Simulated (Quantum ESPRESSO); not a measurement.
**Zr (Zirconium): from the cell to the phonon bands**

How does Zr (Zirconium) vibrate, and is this structure a minimum?

Method: DFT LDA, scalar-relativistic, plane waves, PseudoDojo norm-conserving pseudopotentials, in Quantum ESPRESSO 7.5.

## (1) The structure

It takes space group P6_3/mmc (No. 194, hexagonal). The conventional cell has a = 3.232 Å, b = 3.232 Å, c = 5.147 Å, α = 90.00°, β = 90.00°, γ = 120.00°. Zr has 12 Zr at 3.18 to 3.23 Å nearest.

## (2) A probe with smearing

A cheap run with smearing and empty bands tells whether the crystal has a gap, which decides between fixed occupations and smearing later on.

Input file probe.in:

```
&control
   calculation = 'scf'
   prefix = 'x'
   outdir = './tmp'
   pseudo_dir = './pseudo'
   tprnfor = .true.
   tstress = .true.
   verbosity = 'high'
/
&system
   ibrav = 4
   celldm(1) = 6.10759483
   celldm(3) = 1.59251238
   nat = 2
   ntyp = 1
   ecutwfc = 70.0
   occupations = 'smearing'
   smearing = 'gaussian'
   degauss = 0.01
/
&electrons
   conv_thr = 1.0d-07
   mixing_beta = 0.7
   electron_maxstep = 100
/
ATOMIC_SPECIES
 Zr     91.2240  Zr.upf
ATOMIC_POSITIONS crystal
 Zr     0.333333333   0.666666667   0.250000000
 Zr     0.666666667   0.333333333   0.750000000
K_POINTS automatic
 6 6 4 0 0 0
```

Command:

```console
$ OMP_NUM_THREADS=1 mpirun -n 4 pw.x -nk 4 -in probe.in > probe.out
```

Output:

```text
[banners, grids, parts of the stress and lines that vanish by symmetry left out]
Program PWSCF v.7.5
     bravais-lattice index     =            4
     lattice parameter (alat)  =       6.1076  a.u.
[...]
kinetic-energy cutoff     =      70.0000  Ry
     charge density cutoff     =     280.0000  Ry
     scf convergence threshold =      1.0E-07
[...]
Exchange-correlation= SLA  PW   NOGX NOGC
                           (   1   4   0   0   0   0   0)
[...]
24 Sym. Ops., with inversion, found (12 have fractional translation)
[...]
(     0          1          0      )
                  (     0          0          1      )
[...]
(  0.0000000  1.0000000  0.0000000 )
                  (  0.0000000  0.0000000  1.0000000 )
[...]
(     0         -1          0      )       (  0.0000000 )
[...]
(  0.0000000  0.0000000  1.0000000 )
[...]
(    -1          0          0      )
                  (     0          0          1      )
[...]
( -0.8660254 -0.5000000  0.0000000 )
                  (  0.0000000  0.0000000  1.0000000 )
[...]
number of k points=    21  Gaussian smearing, width (Ry)=  0.0100
[...]
End of self-consistent calculation
[...]
the Fermi energy is    13.8892 ev
!    total energy              =    -202.73145823 Ry
[...]
convergence has been achieved in   5 iterations
[...]
atom    1 type  1   force =     0.00000000    0.00000000    0.00000000
     atom    2 type  1   force =     0.00000000    0.00000000    0.00000000
[...]
Total force =     0.000000     Total SCF correction =     0.000000
[...]
total   stress  (Ry/bohr**3)                   (kbar)     P=      -61.76
[...]
XML data file, charge density, pseudopotentials, collected wavefunctions

   JOB DONE.
```

Elapsed: 4.2 s, on 4 MPI ranks of Arm Neoverse V1, shared host.

Numbers from this step:

```
volume per atom   : 23.28 Å³
pressure          : -6.176 GPa
gap on the k-mesh : 0 eV
```

No gap opens on this mesh, so smearing is kept; the start stands at -6.2 GPa.

## (3) Relaxation

The relaxation runs at a cutoff a fifth above that of the response, since stress converges more slowly with the basis than frequencies do. Forces and stress are brought to rest with tight thresholds.

Input file relax.in:

```
&control
   calculation = 'vc-relax'
   prefix = 'x'
   outdir = './tmp'
   pseudo_dir = './pseudo'
   tprnfor = .true.
   tstress = .true.
   forc_conv_thr = 2.0d-05
   etot_conv_thr = 1.0d-07
   nstep = 40
/
&system
   ibrav = 4
   celldm(1) = 6.10759483
   celldm(3) = 1.59251238
   nat = 2
   ntyp = 1
   ecutwfc = 84
   occupations = 'smearing'
   smearing = 'mv'
   degauss = 0.02
/
&electrons
   conv_thr = 1.0d-11
   mixing_beta = 0.7
   electron_maxstep = 100
/
&ions
/
&cell
   press_conv_thr = 0.2
/
ATOMIC_SPECIES
 Zr     91.2240  Zr.upf
ATOMIC_POSITIONS crystal
 Zr     0.333333333   0.666666667   0.250000000
 Zr     0.666666667   0.333333333   0.750000000
K_POINTS automatic
 15 15 8 0 0 0
```

Command:

```console
$ OMP_NUM_THREADS=1 mpirun -n 4 pw.x -nk 4 -in relax.in > relax.out
```

Output:

```text
[banners, grids, parts of the stress and lines that vanish by symmetry left out]
[banner, memory and clock lines left out]
Program PWSCF v.7.5

[...]
kinetic-energy cutoff     =      84.0000  Ry
     charge density cutoff     =     336.0000  Ry
     scf convergence threshold =      1.0E-11
[...]
energy convergence thresh.=      1.0E-07
     force convergence thresh. =      2.0E-05
     press convergence thresh. =      2.0E-01
     Exchange-correlation= SLA  PW   NOGX NOGC
                           (   1   4   0   0   0   0   0)
[...]
24 Sym. Ops., with inversion, found (12 have fractional translation)
[...]
number of k points=   135  Marzari-Vanderbilt smearing, width (Ry)=  0.0200
[...]
End of self-consistent calculation
[...]
the Fermi energy is    13.8260 ev
!    total energy              =    -202.73160691 Ry
[...]
convergence has been achieved in   8 iterations
[...]
atom    1 type  1   force =    -0.00000000   -0.00000000    0.00000000
     atom    2 type  1   force =     0.00000000    0.00000000    0.00000000
     Total force =     0.000000     Total SCF correction =     0.000000
[...]
total   stress  (Ry/bohr**3)                   (kbar)     P=      -60.73
[...]
number of bfgs steps    =   0
[...]
CELL_PARAMETERS (alat=  6.10759483)
[...]
ATOMIC_POSITIONS (crystal)
Zr               0.3333333330        0.6666666670        0.2500000000
Zr               0.6666666670        0.3333333330        0.7500000000
[...]
New effective cutoffs (rho, wfc):  342.89   85.80
[...]
End of self-consistent calculation
[...]
the Fermi energy is    14.3412 ev
!    total energy              =    -202.73470296 Ry
[...]
convergence has been achieved in   6 iterations
[...]
atom    1 type  1   force =    -0.00000000    0.00000000    0.00000000
     atom    2 type  1   force =     0.00000000   -0.00000000    0.00000000
     Total force =     0.000000     Total SCF correction =     0.000000
[...]
total   stress  (Ry/bohr**3)                   (kbar)     P=      -33.09
[...]
number of bfgs steps    =   1
[...]
CELL_PARAMETERS (alat=  6.10759483)
[...]
ATOMIC_POSITIONS (crystal)
Zr               0.3333333330        0.6666666670        0.2500000000
Zr               0.6666666670        0.3333333330        0.7500000000
[...]
New effective cutoffs (rho, wfc):  351.72   88.04
[...]
End of self-consistent calculation
[...]
the Fermi energy is    14.9596 ev
!    total energy              =    -202.73587994 Ry
[...]
convergence has been achieved in   7 iterations
[...]
atom    1 type  1   force =    -0.00000000   -0.00000000   -0.00000000
     atom    2 type  1   force =     0.00000000    0.00000000    0.00000000
     Total force =     0.000000     Total SCF correction =     0.000000
[...]
total   stress  (Ry/bohr**3)                   (kbar)     P=        2.82
[...]
number of bfgs steps    =   2
[...]
CELL_PARAMETERS (alat=  6.10759483)
[...]
ATOMIC_POSITIONS (crystal)
[...]
New effective cutoffs (rho, wfc):  351.43   87.99
[...]
End of self-consistent calculation
[...]
the Fermi energy is    14.9190 ev
!    total energy              =    -202.73590358 Ry
[...]
atom    2 type  1   force =    -0.00000000    0.00000000   -0.00000000
     Total force =     0.000000     Total SCF correction =     0.000000
[...]
total   stress  (Ry/bohr**3)                   (kbar)     P=       -1.39
[...]
number of bfgs steps    =   5
[...]
New effective cutoffs (rho, wfc):  353.13   88.54
[...]
the Fermi energy is    14.9168 ev
!    total energy              =    -202.73595214 Ry
[...]
convergence has been achieved in   6 iterations
[...]
atom    1 type  1   force =    -0.00000000   -0.00000000   -0.00000000
     atom    2 type  1   force =     0.00000000    0.00000000    0.00000000
     Total force =     0.000000     Total SCF correction =     0.000000
[...]
total   stress  (Ry/bohr**3)                   (kbar)     P=       -0.48
[...]
number of bfgs steps    =   6
[...]
New effective cutoffs (rho, wfc):  353.25   88.57
[...]
the Fermi energy is    14.9241 ev
!    total energy              =    -202.73595236 Ry
[...]
convergence has been achieved in   5 iterations
[...]
atom    1 type  1   force =    -0.00000000   -0.00000000   -0.00000000
     atom    2 type  1   force =     0.00000000    0.00000000    0.00000000
     Total force =     0.000000     Total SCF correction =     0.000000
[...]
total   stress  (Ry/bohr**3)                   (kbar)     P=       -0.05
[...]
number of bfgs steps    =   7
[...]
CELL_PARAMETERS (alat=  6.10759483)
[...]
ATOMIC_POSITIONS (crystal)
[...]
New effective cutoffs (rho, wfc):  353.25   88.57
[...]
End of self-consistent calculation
[...]
the Fermi energy is    14.9248 ev
!    total energy              =    -202.73595236 Ry
[...]
convergence has been achieved in   4 iterations
[...]
atom    1 type  1   force =     0.00000000    0.00000000    0.00000000
     atom    2 type  1   force =    -0.00000000   -0.00000000   -0.00000000
     Total force =     0.000000     Total SCF correction =     0.000000
[...]
total   stress  (Ry/bohr**3)                   (kbar)     P=       -0.00
[...]
bfgs converged in   9 scf cycles and   8 bfgs steps
[...]
End of BFGS Geometry Optimization
     Final enthalpy           =    -202.7359523590 Ry
     File ./tmp/x.bfgs deleted, as requested
[...]
CELL_PARAMETERS (alat=  6.10759483)
[...]
ATOMIC_POSITIONS (crystal)
Zr               0.3333333330        0.6666666670        0.2500000000
Zr               0.6666666670        0.3333333330        0.7500000000
[...]
Final scf calculation at the relaxed structure.
[...]
kinetic-energy cutoff     =      84.0000  Ry
     charge density cutoff     =     336.0000  Ry
     scf convergence threshold =      1.0E-13
[...]
press convergence thresh. =      2.0E-01
     Exchange-correlation= SLA  PW   NOGX NOGC
                           (   1   4   0   0   0   0   0)
[...]
24 Sym. Ops., with inversion, found (12 have fractional translation)
[...]
number of k points=   135  Marzari-Vanderbilt smearing, width (Ry)=  0.0200
[...]
c_bands:  1 eigenvalues not converged
     c_bands:  1 eigenvalues not converged
     c_bands:  1 eigenvalues not converged
     c_bands:  1 eigenvalues not converged
     c_bands:  1 eigenvalues not converged
     c_bands:  1 eigenvalues not converged
     c_bands:  1 eigenvalues not converged
[...]
End of self-consistent calculation
[...]
the Fermi energy is    14.9248 ev
!    total energy              =    -202.73594383 Ry
[...]
convergence has been achieved in  10 iterations
[...]
atom    1 type  1   force =     0.00000000    0.00000000    0.00000000
     atom    2 type  1   force =     0.00000000   -0.00000000   -0.00000000
     Total force =     0.000000     Total SCF correction =     0.000000
[...]
total   stress  (Ry/bohr**3)                   (kbar)     P=       -0.03
[...]
XML data file, charge density, pseudopotentials, collected wavefunctions
```

Elapsed: 4.2 min, on 4 MPI ranks; 17 min of CPU time.

Step by step:

```
step  energy less that of the first step (eV)  largest force (eV/Å)  pressure (GPa)  volume (Å³)
   1                                   0.0000                0.0000           -6.07        46.56
   2                                  -0.0421                0.0000           -3.31        45.13
   3                                  -0.0581                0.0000            0.28        43.53
   4                                  -0.0585                0.0000            0.03        43.63
   5                                  -0.0588                0.0000           -0.13        43.68
   6                                  -0.0591                0.0000           -0.14        43.66
   7                                  -0.0591                0.0000           -0.05        43.62
   8                                  -0.0591                0.0000           -0.01        43.60
   9                                  -0.0591                0.0000            0.00        43.60
  10                                  -0.0590                0.0000            0.00        43.60
```

```
conventional cell, symmetrised  before  after  change
                         a (Å)   3.232  3.147  -2.6 %
                         b (Å)   3.232  3.147  -2.6 %
                         c (Å)   5.147  5.082  -1.3 %
              volume (Å³/atom)   23.28  21.80  -6.4 %
```

The relaxed structure:

```xyz
2
Lattice="3.1475 0.0000 0.0000 -1.5737 2.7258 0.0000 0.0000 0.0000 5.0818" Properties=species:S:1:pos:R:3 pbc="T T T"
Zr    0.0000    1.8172    1.2705
Zr    1.5737    0.9086    3.8114
```

The last row of the table of steps is pw.x's closing run on a basis chosen anew for the final cell, so its energy can jump.

This step gave:

| Item | Value |
| --- | --- |
| volume per atom | 21.80 Å³ |
| pressure | -0.003000 GPa |

The volume changes by -6.4 % from the cell with which this run began.

## (4) Self-consistent run for the response

Perturbation theory inherits every error of the wavefunctions, so the threshold is set near the limit of the arithmetic. Smearing stays on, as the first look found no gap above 0.3 eV.

Input file scf.in:

```
&control
   calculation = 'scf'
   prefix = 'x'
   outdir = './tmp'
   pseudo_dir = './pseudo'
   tprnfor = .true.
   tstress = .true.
/
&system
   ibrav = 4
   celldm(1) = 5.94787773
   celldm(3) = 1.61457603
   nat = 2
   ntyp = 1
   ecutwfc = 70.0
   occupations = 'smearing'
   smearing = 'mv'
   degauss = 0.02
/
&electrons
   conv_thr = 1.0d-12
   mixing_beta = 0.7
   electron_maxstep = 100
/
ATOMIC_SPECIES
 Zr     91.2240  Zr.upf
ATOMIC_POSITIONS crystal
 Zr     0.333333333   0.666666667   0.250000000
 Zr     0.666666667   0.333333333   0.750000000
K_POINTS automatic
 15 15 8 0 0 0
```

Command:

```console
$ OMP_NUM_THREADS=1 mpirun -n 4 pw.x -nk 4 -in scf.in > scf.out
```

Output:

```text
[banners, grids, parts of the stress and lines that vanish by symmetry left out]
[banner, memory and clock lines left out]
Program PWSCF v.7.5

[...]
kinetic-energy cutoff     =      70.0000  Ry
     charge density cutoff     =     280.0000  Ry
     scf convergence threshold =      1.0E-12
[...]
Exchange-correlation= SLA  PW   NOGX NOGC
                           (   1   4   0   0   0   0   0)
[...]
24 Sym. Ops., with inversion, found (12 have fractional translation)
[...]
number of k points=   135  Marzari-Vanderbilt smearing, width (Ry)=  0.0200
[...]
c_bands:  1 eigenvalues not converged
[...]
End of self-consistent calculation
[...]
the Fermi energy is    14.9248 ev
!    total energy              =    -202.73589519 Ry
[...]
convergence has been achieved in   9 iterations
[...]
atom    1 type  1   force =     0.00000000    0.00000000    0.00000000
     atom    2 type  1   force =     0.00000000    0.00000000    0.00000000
     Total force =     0.000000     Total SCF correction =     0.000000
[...]
total   stress  (Ry/bohr**3)                   (kbar)     P=        0.00
[...]
XML data file, charge density, pseudopotentials, collected wavefunctions
```

Wall time 22 s (4 MPI ranks); 89 s of CPU time.

This step gave:

| Property | Result |
| --- | --- |
| pressure | 0 GPa |

The cell stands at 0 GPa, close enough for phonons.

## (5) Levels on a dense mesh

The coupling is a sum over pairs of states at the Fermi level and needs a much denser mesh than the density does.

scf_fit.in, as its differences from scf.in of step 4:

```diff
@@ -18,5 +18,6 @@
    degauss = 0.02
+   la2F = .true.
 /
 &electrons
-   conv_thr = 1.0d-12
+   conv_thr = 1.0d-10
    mixing_beta = 0.7
@@ -30,2 +31,2 @@
 K_POINTS automatic
- 15 15 8 0 0 0
+ 30 30 16 0 0 0
```

Command:

```console
$ OMP_NUM_THREADS=1 mpirun -n 4 pw.x -nk 4 -in scf_fit.in > scf_fit.out
```

Output:

```text
[banners, grids, parts of the stress and lines that vanish by symmetry left out]
[banner, memory and clock lines left out]
Program PWSCF v.7.5

[...]
kinetic-energy cutoff     =      70.0000  Ry
     charge density cutoff     =     280.0000  Ry
     scf convergence threshold =      1.0E-10
[...]
Exchange-correlation= SLA  PW   NOGX NOGC
                           (   1   4   0   0   0   0   0)
[...]
24 Sym. Ops., with inversion, found (12 have fractional translation)
[...]
number of k points=   819  Marzari-Vanderbilt smearing, width (Ry)=  0.0200
[...]
End of self-consistent calculation
[...]
the Fermi energy is    14.9237 ev
!    total energy              =    -202.73584624 Ry
[...]
convergence has been achieved in   8 iterations
[...]
atom    1 type  1   force =     0.00000000    0.00000000    0.00000000
     atom    2 type  1   force =     0.00000000    0.00000000    0.00000000
     Total force =     0.000000     Total SCF correction =     0.000000
[...]
total   stress  (Ry/bohr**3)                   (kbar)     P=        0.41
[...]
XML data file, charge density, pseudopotentials, collected wavefunctions
```

It took 2 min on 4 MPI ranks.

Read from the output:

```
pressure : 0.041 GPa
```

## (6) Ground state

The run on the dense mesh left its levels for the electron-phonon sums; ph.x needs the ground state on the coarse mesh, so pw.x runs once more in the same folder.

scf.in is that of step 4.

Command:

```console
$ OMP_NUM_THREADS=1 mpirun -n 4 pw.x -nk 4 -in scf.in > scf.out
```

Output:

```text
[banners, grids, parts of the stress and lines that vanish by symmetry left out]
[banner, memory and clock lines left out]
Program PWSCF v.7.5

[...]
kinetic-energy cutoff     =      70.0000  Ry
     charge density cutoff     =     280.0000  Ry
     scf convergence threshold =      1.0E-12
[...]
Exchange-correlation= SLA  PW   NOGX NOGC
                           (   1   4   0   0   0   0   0)
[...]
24 Sym. Ops., with inversion, found (12 have fractional translation)
[...]
number of k points=   135  Marzari-Vanderbilt smearing, width (Ry)=  0.0200
[...]
c_bands:  1 eigenvalues not converged
[...]
End of self-consistent calculation
[...]
the Fermi energy is    14.9248 ev
!    total energy              =    -202.73589519 Ry
[...]
convergence has been achieved in   9 iterations
[...]
atom    1 type  1   force =     0.00000000    0.00000000    0.00000000
     atom    2 type  1   force =     0.00000000    0.00000000    0.00000000
     Total force =     0.000000     Total SCF correction =     0.000000
[...]
total   stress  (Ry/bohr**3)                   (kbar)     P=        0.00
[...]
XML data file, charge density, pseudopotentials, collected wavefunctions
```

It took 22 s on 4 MPI ranks.

Read from the output:

- pressure: 0 GPa

(Part 1 of 3 ends here.)

[Host names and launcher messages were left out of these logs when they were recorded.]

[Logs are printed without paths, hosts, clocks, repeated set-up lines and the standing remarks that a program may print on its own settings, such as how far it seeks lower states.]

[Hosts, paths, dates, database ids (printed as entryN), source tags and the programs' standing remarks are cut or masked in the printed files.]
